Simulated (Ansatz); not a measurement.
# Phonons of LuP (Fm-3m) against volume

Aim: how the phonons of LuP (Fm-3m) shift with volume, and the thermal expansion that follows.

Method: DFT PBEsol, scalar-relativistic, plane waves, PAW; PAW set soft_1, in Ansatz 0.2.0.

Report form: the programs' logs are mostly left out.

### 1. Set-up

It takes space group Fm-3m (No. 225, cubic). The conventional cell has a = 5.447 Å, b = 5.447 Å, c = 5.447 Å, α = 90.00°, β = 90.00°, γ = 90.00°. Nearest to Lu lie 6 P at 2.72 Å. Nearest to P lie 6 Lu at 2.72 Å. Farther neighbours are not listed.

### 2. The dispersion

The cell comes from relaxations at this level that are not shown. Stability and thermal properties need the whole zone. Linear response on a 4×4×4 q mesh gives force constants as far as a supercell of that size would.

The input, input.yaml:

```yaml
crystal:
  lattice:
    - [0.0, 2.7235563647, 2.7235563647]
    - [2.7235563647, 0.0, 2.7235563647]
    - [2.7235563647, 2.7235563647, 0.0]
  atoms:
    - { symbol: Lu, position: [0.0, 0.0, 0.0] }
    - { symbol: P, position: [0.5, 0.5, 0.5] }
kpoints:
  mp_grid: { grid: [16, 16, 16] }
hamiltonian:
  xc: pbesol
  pseudopotentials: { kind: paw, azcp: { folder: soft_1 }, xc_functional: pbe }
scf:
  occupations: { method: methfessel_paxton, width: 0.2 }
output:
  eigenvalues: true
phonons:
  method: dfpt
  qmesh: [4, 4, 4]
  temperatures: { t_max: 1000, t_step: 50 }
  qpath:
    path:
      - [[0.0, 0.0, 0.0], [0.5, 0.0, 0.5], [0.625, 0.25, 0.625]]
      - [[0.375, 0.375, 0.75], [0.0, 0.0, 0.0], [0.5, 0.5, 0.5], [0.5, 0.25, 0.75], [0.5, 0.0, 0.5]]
    npoints: 10
```

Launch:

```
$ ansatz run input.yaml --threads 4 --pin off --max-ram 10240MiB --backend cpu --events-out ev --progress --plain --runs-dir out
```

The job ended after 15 min (4 threads of Arm Neoverse V1, shared host; peak memory 6 GiB).

Numbers from this step:

```yaml
volume_per_atom: 20.20 Å³
gap_on_the_k_mesh: 0 eV
sum_rule_residual_before_enforcement: 1.39e-4 eV/Å²
lowest_frequency_on_the_path: 0 cm⁻¹
point_group: m-3m
highest_frequency_on_the_path_or_at_a_solved_wavevector: 326.4 cm⁻¹
mean_frequency: 196.4 cm⁻¹
debye_temperature_second_moment: 406 K
logarithmic_mean_frequency: 170.1 cm⁻¹
highest_optical_mode_at_the_zone_centre_no_lo_to_term: 260.2 cm⁻¹
lowest_optical_zone_centre_mode: 260.2 cm⁻¹
lowest_mode_on_the_q_mesh_acoustic_modes_at_gamma_apart: 62.48 cm⁻¹
zero_point_energy_per_atom: 36.53 meV
heat_capacity_at_300_k: 22.85 J/(mol atoms K)
vibrational_entropy_at_300_k: 31.12 J/(mol atoms K)
edges_of_the_widest_gap_between_branches_on_path_and_mesh: 159.1, 260.2 cm⁻¹
```

Frequencies (cm⁻¹) solved at each irreducible wavevector; negative means imaginary. Frequencies by wavevector, by row:

```
q in reciprocal lattice units  star  mode 1  mode 2  mode 3  mode 4  mode 5  mode 6
                        0 0 0     1       0       0       0   260.2   260.2   260.2
                     0 0 0.25     8    75.3    75.3   107.3   268.1   268.1   314.9
                     0 0 -0.5     4   104.9   104.9   159.1   273.9   273.9   324.8
                  0 0.25 0.25     6    62.5    62.5   118.9   270.9   270.9   304.1
                  0 0.25 -0.5    24    97.6   105.3   128.8   274.2   290.8   312.1
                 0 0.25 -0.25    12    83.7   104.6   140.6   277.7   289.2     315
                  0 -0.5 -0.5     3    86.5    86.5   106.9   264.7   264.7   305.3
              0.25 -0.5 -0.25     6    98.6    98.6   127.2   295.9   295.9   300.1
```

Symmetry leaves 8 wavevectors to solve. The lowest mode among them, the acoustic zeros apart, lies at q = (0, 0.25, 0.25) and is real, 62.5 cm⁻¹.

### 3. Relaxing at another volume, volume ratio 0.97

The volume is scaled by 0.97 and held; symmetry leaves nothing to relax, so this is a single point. The modes can then be followed against volume.

input.yaml, the sections that differ from step 2:

```yaml
crystal:
  lattice:
    - [0.0, 2.6960438133, 2.6960438133]
    - [2.6960438133, 0.0, 2.6960438133]
    - [2.6960438133, 2.6960438133, 0.0]
  atoms:
    - { symbol: Lu, position: [0.0, 0.0, 0.0] }
    - { symbol: P, position: [0.5, 0.5, 0.5] }
output:
  forces: true
  stress: true
  eigenvalues: true
  write_density: true
  write_potential: true
  elf: true
  volumetric_format: npy
# kpoints, hamiltonian, scf: as in step 2
# phonons: removed
```

Wall time 3.1 s (4 threads); peak memory 0.4 GiB.

This step gave:

- pressure: 3.043 GPa
- volume per atom: 19.60 Å³

Electrostatic potential energy in the ac plane of the conventional cell at fractional y = 0.000, with atoms of Lu and P within 0.2 Å of it. With pseudopotentials it is smooth inside the atoms' cores, unlike the true potential.

Values in eV, 15 rows by 15 columns, each cell a mean:
```
-70 -51 -13   7  10  -3 -29 -35 -34 -16   7  10   0 -33 -66
-38 -22   0  11  13   8  -9 -22 -17   1  12  13   6 -11 -33
 -2   3  10  14  15  13   9   5   7  12  15  15  12   6   0
 10  11  14  15  15  14  11  10  10  13  15  15  15  13  10
  6  10  14  15  14  10   3  -2   0   7  12  15  15  12   7
-21  -8   8  13  11   0 -21 -37 -31  -9   7  13  12   1 -16
-35 -28  -2  11   7 -14 -51 -69 -64 -31   0  10   7 -17 -34
-35 -32  -5  10   6 -18 -59 -71 -69 -37  -2  10   5 -22 -35
-32 -21   3  12   9  -7 -38 -59 -51 -21   3  11   9  -9 -29
 -6   3  12  14  12   5  -7 -18 -14   0  10  14  13   8  -3
 10  12  14  15  15  12   9   6   7  11  14  15  15  13  10
  6   9  12  15  15  14  12  10  11  13  15  15  14  11   7
-17  -6   6  12  14  12   3  -5  -2   8  14  14  10   0 -13
-58 -37  -6   9  12   3 -21 -32 -28  -8  10  11   3 -22 -51
-71 -58 -17   6  10  -6 -32 -35 -35 -21   6  10  -2 -38 -70
```
Columns run along a (5.4 Å; values clipped at the 3rd and 97th percentile), rows up along c (5.4 Å), edges of the conventional cell, whose origin can differ from the input's. Atoms in or near the plane, at fractional coordinates: Lu at (0.00, 0.00), Lu at (0.50, 0.50), P at (0.50, 0.00), P at (0.00, 0.50).

Valence density in the ac plane of the conventional cell at fractional y = 0.000, with atoms of Lu and P within 0.2 Å of it. It is the smooth field of the valence electrons, not physical close to the nuclei.

Ten steps, logarithmic in the rise over the least value, from '0' (0 e/Å³) to '9' (41 e/Å³), each cell a mean:
```
973111101110158
541001111100035
210000111000001
000000000000000
110000121000001
111001455200011
011113798510111
011113799520110
111002577410111
110000233100011
100000011000001
100000011000001
320000111100013
752001111110147
973111100110259
```
Columns run along a (5.4 Å), rows up along c (5.4 Å), edges of the conventional cell, whose origin can differ from the input's. Atoms in or near the plane, at fractional coordinates: Lu at (0.00, 0.00), Lu at (0.50, 0.50), P at (0.50, 0.00), P at (0.00, 0.50).

ELF in the ac plane of the conventional cell at fractional y = 0.000, with atoms of Lu and P within 0.2 Å of it. It is the smooth field of the valence electrons, not physical close to the nuclei.

Ten even steps from '_' (0.02) to '@' (0.84), each cell a mean:
```
@@@@**::##@@++__::%%@@==--%%@@
@@##--..**@@%%##%%@@%%--..++%%
==::....++##%%@@@@%%**::....--
==----::::--======--::::::--==
@@%%##==....::==--....::**%%@@
##@@@@**..--##@@%%++..--%%@@%%
..++@@**::**@@@@@@%%--==@@%%::
__==@@**::##@@%%@@@@====@@##__
--##@@**::++@@@@@@##::==%%%%++
@@@@@@++....++##**--..--##@@@@
##**++--....::::::....::++**##
::::....--++********==::....::
##==....++@@@@@@@@@@##--..--**
@@@@==::**@@##==++@@%%--::##@@
%%@@##::##@@--__..##@@====@@@@
```
Columns run along a (5.4 Å), rows up along c (5.4 Å), edges of the conventional cell, whose origin can differ from the input's. Atoms in or near the plane, at fractional coordinates: Lu at (0.00, 0.00), Lu at (0.50, 0.50), P at (0.50, 0.00), P at (0.00, 0.50).

### 4. Phonons at the other volume, volume ratio 0.97

The phonons are repeated at this volume on the same k and q meshes.

input.yaml, the sections that differ from step 3:

```yaml
output:
  eigenvalues: true
phonons:
  method: dfpt
  qmesh: [4, 4, 4]
  temperatures: { t_max: 1000, t_step: 50 }
  qpath:
    path:
      - [[0.0, 0.0, 0.0], [0.5, 0.0, 0.5], [0.625, 0.25, 0.625]]
      - [[0.375, 0.375, 0.75], [0.0, 0.0, 0.0], [0.5, 0.5, 0.5], [0.5, 0.25, 0.75], [0.5, 0.0, 0.5]]
    npoints: 10
# crystal, kpoints, hamiltonian, scf: as in step 3
```

Wall time 15 min (4 threads); peak memory 5.8 GiB; 60 min of CPU time.

This step gave:

- sum-rule residual before enforcement: 5.07e-5 eV/Å²
- highest frequency on the path or at a solved wavevector: 336.4 cm⁻¹
- mean frequency: 205.1 cm⁻¹
- Debye temperature (second moment): 424 K
- logarithmic mean frequency: 177.4 cm⁻¹
- highest optical mode at the zone centre (no LO-TO term): 276.6 cm⁻¹
- lowest optical zone-centre mode: 276.6 cm⁻¹
- lowest mode on the q mesh (acoustic modes at Γ apart): 63.12 cm⁻¹
- zero-point energy per atom: 38.15 meV
- heat capacity at 300 K: 22.67 J/(mol atoms K)
- vibrational entropy at 300 K: 30.16 J/(mol atoms K)
- edges of the widest gap between branches, on path and mesh: 164.4, 276.6 cm⁻¹

Frequencies (cm⁻¹) solved at each irreducible wavevector; negative means imaginary. Frequencies by wavevector, by row:

```
q in reciprocal lattice units  star  mode 1  mode 2  mode 3  mode 4  mode 5  mode 6
                        0 0 0     1       0       0       0   276.6   276.6   276.6
                     0 0 0.25     8    79.6    79.6   110.6   282.4   282.4   325.3
                     0 0 -0.5     4   111.7   111.7   164.4   286.6   286.6   335.1
                  0 0.25 0.25     6    63.1    63.1   125.8   286.7   286.7   314.3
                  0 0.25 -0.5    24   102.4     110     133   288.1   304.2   324.1
                 0 0.25 -0.25    12    84.8   111.8   146.6   290.4   303.9   325.6
                  0 -0.5 -0.5     3    88.7    88.7   109.4   280.9   280.9   318.8
              0.25 -0.5 -0.25     6   100.9   100.9   133.8     310     310   312.1
```

The highest optical mode at the zone centre (no LO-TO term) is 276.6 cm⁻¹, +16.4 cm⁻¹ against the base run.

### 5. Relaxing at another volume, volume ratio 1.03

The volume is scaled by 1.03 and held; symmetry leaves nothing to relax, so this is a single point. The modes can then be followed against volume.

input.yaml, the sections that differ from step 4:

```yaml
crystal:
  lattice:
    - [0.0, 2.7505240231, 2.7505240231]
    - [2.7505240231, 0.0, 2.7505240231]
    - [2.7505240231, 2.7505240231, 0.0]
  atoms:
    - { symbol: Lu, position: [0.0, 0.0, 0.0] }
    - { symbol: P, position: [0.5, 0.5, 0.5] }
output:
  forces: true
  stress: true
  eigenvalues: true
  write_density: true
  write_potential: true
  elf: true
  volumetric_format: npy
# kpoints, hamiltonian, scf: as in step 4
# phonons: removed
```

It took 4.1 s on 4 threads; peak memory 0.41 GiB.

This step gave:

```
pressure        : -2.641 GPa
volume per atom : 20.81 Å³
```

The run ends at a pressure of -2.64 GPa.

### 6. Phonons at the other volume, volume ratio 1.03

input.yaml, the sections that differ from step 5:

```yaml
output:
  eigenvalues: true
phonons:
  method: dfpt
  qmesh: [4, 4, 4]
  temperatures: { t_max: 1000, t_step: 50 }
  qpath:
    path:
      - [[0.0, 0.0, 0.0], [0.5, 0.0, 0.5], [0.625, 0.25, 0.625]]
      - [[0.375, 0.375, 0.75], [0.0, 0.0, 0.0], [0.5, 0.5, 0.5], [0.5, 0.25, 0.75], [0.5, 0.0, 0.5]]
    npoints: 10
# crystal, kpoints, hamiltonian, scf: as in step 5
```

Run time: 16 min. Hardware: 4 threads; peak memory 6.1 GiB.

This step gave:

| Item | Value |
| --- | --- |
| sum-rule residual before enforcement | 6.63e-5 eV/Å² |
| highest frequency on the path or at a solved wavevector | 316.9 cm⁻¹ |
| mean frequency | 188 cm⁻¹ |
| Debye temperature (second moment) | 388 K |
| logarithmic mean frequency | 163 cm⁻¹ |
| highest optical mode at the zone centre (no LO-TO term) | 244.2 cm⁻¹ |
| lowest optical zone-centre mode | 244.2 cm⁻¹ |
| lowest mode on the q mesh (acoustic modes at Γ apart) | 61.78 cm⁻¹ |
| zero-point energy per atom | 34.97 meV |
| heat capacity at 300 K | 23.01 J/(mol atoms K) |
| vibrational entropy at 300 K | 32.10 J/(mol atoms K) |
| edges of the widest gap between branches, on path and mesh | 154.1, 244.1 cm⁻¹ |

Frequencies (cm⁻¹) solved at each irreducible wavevector; negative means imaginary. Frequencies by wavevector, by row:

```
q in reciprocal lattice units  star  mode 1  mode 2  mode 3  mode 4  mode 5  mode 6
                        0 0 0     1       0       0       0   244.2   244.2   244.2
                     0 0 0.25     8    71.1    71.1   104.2   254.3   254.3   305.1
                     0 0 -0.5     4    98.3    98.3   154.1   261.5   261.5   314.9
                  0 0.25 0.25     6    61.8    61.8   112.3   255.7   255.7   294.5
                  0 0.25 -0.5    24      93   100.5   124.7   260.8   277.8   300.7
                 0 0.25 -0.25    12    82.4    97.7     135   265.5   275.1   304.9
                  0 -0.5 -0.5     3    84.2    84.2   104.1   248.9   248.9   292.5
              0.25 -0.5 -0.25     6    96.2    96.2   120.9   282.5   282.5   288.6
```

The highest optical mode at the zone centre (no LO-TO term) is 244.2 cm⁻¹, -16.0 cm⁻¹ against the base run.

### 7. Grüneisen parameters

The Grüneisen parameter of a mode is minus the logarithmic change of its frequency with volume, −d ln ω / d ln V; weighted by heat capacity it gives the expansion.

Numbers from this step:

* bulk modulus: 94.7 GPa

Phonon branches along the path, in cm⁻¹:

```
    point  branch 1  branch 2  branch 3  branch 4  branch 5  branch 6
        Γ         0         0         0       260       260       260
  halfway        62        62       119       271       271       304
        X        86        86       107       265       265       305
  halfway        92        98       106       268       279       304
        U       102       102       120       275       301       304
jump to K       102       102       120       275       301       304
  halfway        70        91       123       272       281       312
        Γ         0         0         0       260       260       260
  halfway        75        75       107       268       268       315
        L       105       105       159       274       274       325
  halfway       104       106       140       280       288       319
        W        99        99       127       296       296       300
  halfway        91       105       109       278       283       303
        X        86        86       107       265       265       305
```

The same for volume x 0.97:

```
point  branch 1  branch 2  branch 3  branch 4  branch 5  branch 6
    Γ         0         0         0       277       277       277
    X        89        89       109       281       281       319
    U       104       107       125       288       315       317
    K       104       107       125       288       315       317
    Γ         0         0         0       277       277       277
    L       112       112       164       287       287       335
    W       101       101       134       310       310       312
    X        89        89       109       281       281       319
```

The same for volume x 1.03:

```
point  branch 1  branch 2  branch 3  branch 4  branch 5  branch 6
    Γ         0         0         0       244       244       244
    X        84        84       104       249       249       292
    U        97        99       116       262       288       292
    K        97        99       116       262       288       292
    Γ         0         0         0       244       244       244
    L        98        98       154       262       262       315
    W        96        96       121       282       282       289
    X        84        84       104       249       249       292
```

Mode Grueneisen parameter -dln(w)/dln(V), modes matched by rank; at Γ the acoustic branches take the value of a neighbouring point of the path. The mode Grüneisen parameters at the labelled points ():

```
    point  branch 1  branch 2  branch 3  branch 4  branch 5  branch 6
        Γ     -0.10     -0.10      1.82      2.08      2.08      2.08
  halfway      0.35      0.35      1.89      1.91      1.91      1.08
        X      0.87      0.87      0.83      2.02      2.02      1.43
  halfway      1.14      0.99      0.84      1.88      1.75      1.45
        U      1.19      1.27      1.20      1.63      1.51      1.38
jump to K      1.19      1.27      1.20      1.63      1.51      1.38
  halfway      0.21      2.38      1.38      1.61      1.73      1.06
        Γ     -0.09      1.92      1.11      2.08      2.08      2.08
  halfway      1.88      1.88      0.99      1.75      1.75      1.07
        L      2.13      2.13      1.08      1.53      1.53      1.04
  halfway      1.54      1.81      1.16      1.51      1.54      1.17
        W      0.79      0.79      1.69      1.55      1.55      1.30
  halfway      0.77      0.84      1.44      1.76      1.60      1.47
        X      0.87      0.87      0.83      2.02      2.02      1.43
```

(dS/dlnV)/C_V. The thermodynamic Grueneisen parameter by temperature:

```
temperature (K)  thermodynamic Grueneisen parameter
             50                                1.30
            100                                1.37
            150                                1.40
            200                                1.40
            250                                1.41
            300                                1.41
            350                                1.41
            400                                1.41
            450                                1.41
            500                                1.41
            550                                1.41
            600                                1.41
            650                                1.41
            700                                1.41
            750                                1.41
            800                                1.41
            850                                1.41
            900                                1.41
            950                                1.41
           1000                                1.41
```

Gamma C_V/(B V) at the static volume. The volume expansion by temperature:

```
temperature (K)  volume expansion (1e-6/K)
             50                       7.46
            100                       16.5
            150                       22.1
            200                       25.2
            250                       26.9
            300                       27.9
            350                       28.6
            400                       29.1
            450                       29.4
            500                       29.6
            550                       29.8
            600                       29.9
            650                       30.0
            700                       30.1
            750                       30.1
            800                       30.2
            850                       30.2
            900                       30.3
            950                       30.3
           1000                       30.3
```

### 8. Summary of results

```
bulk modulus                               : 94.7 GPa
thermodynamic Grüneisen parameter at 300 K : 1.41
volume expansion at 300 K, estimated       : 27.95 × 10⁻⁶ K⁻¹
```

By this estimate the volume grows by 27.9 × 10⁻⁶ per kelvin at 300 K. The highest optical mode at Γ goes from 277 to 244 cm⁻¹ as the cell grows, a Grüneisen parameter of 2.08. Mode parameters on the path run from -0.15 to 2.4, with a median of 1.5. Branches are matched by rank, so values near crossings are rough. The expansion is the Grüneisen estimate at the static volume, with the static bulk modulus. With no gap, or one that is small against the smearing, the frequencies hang on the k mesh and the smearing, most of all near Kohn anomalies. Spin-orbit coupling is left out, which can matter for the heavy elements here. The PAW files were made for PBE and serve the other functionals too.

[Logs are printed without paths, hosts, clocks, repeated set-up lines and the standing remarks that a program may print on its own settings, such as how far it seeks lower states.]

[Hosts, paths, dates, database ids (printed as entryN), source tags and the programs' standing remarks are cut or masked in the printed files.]
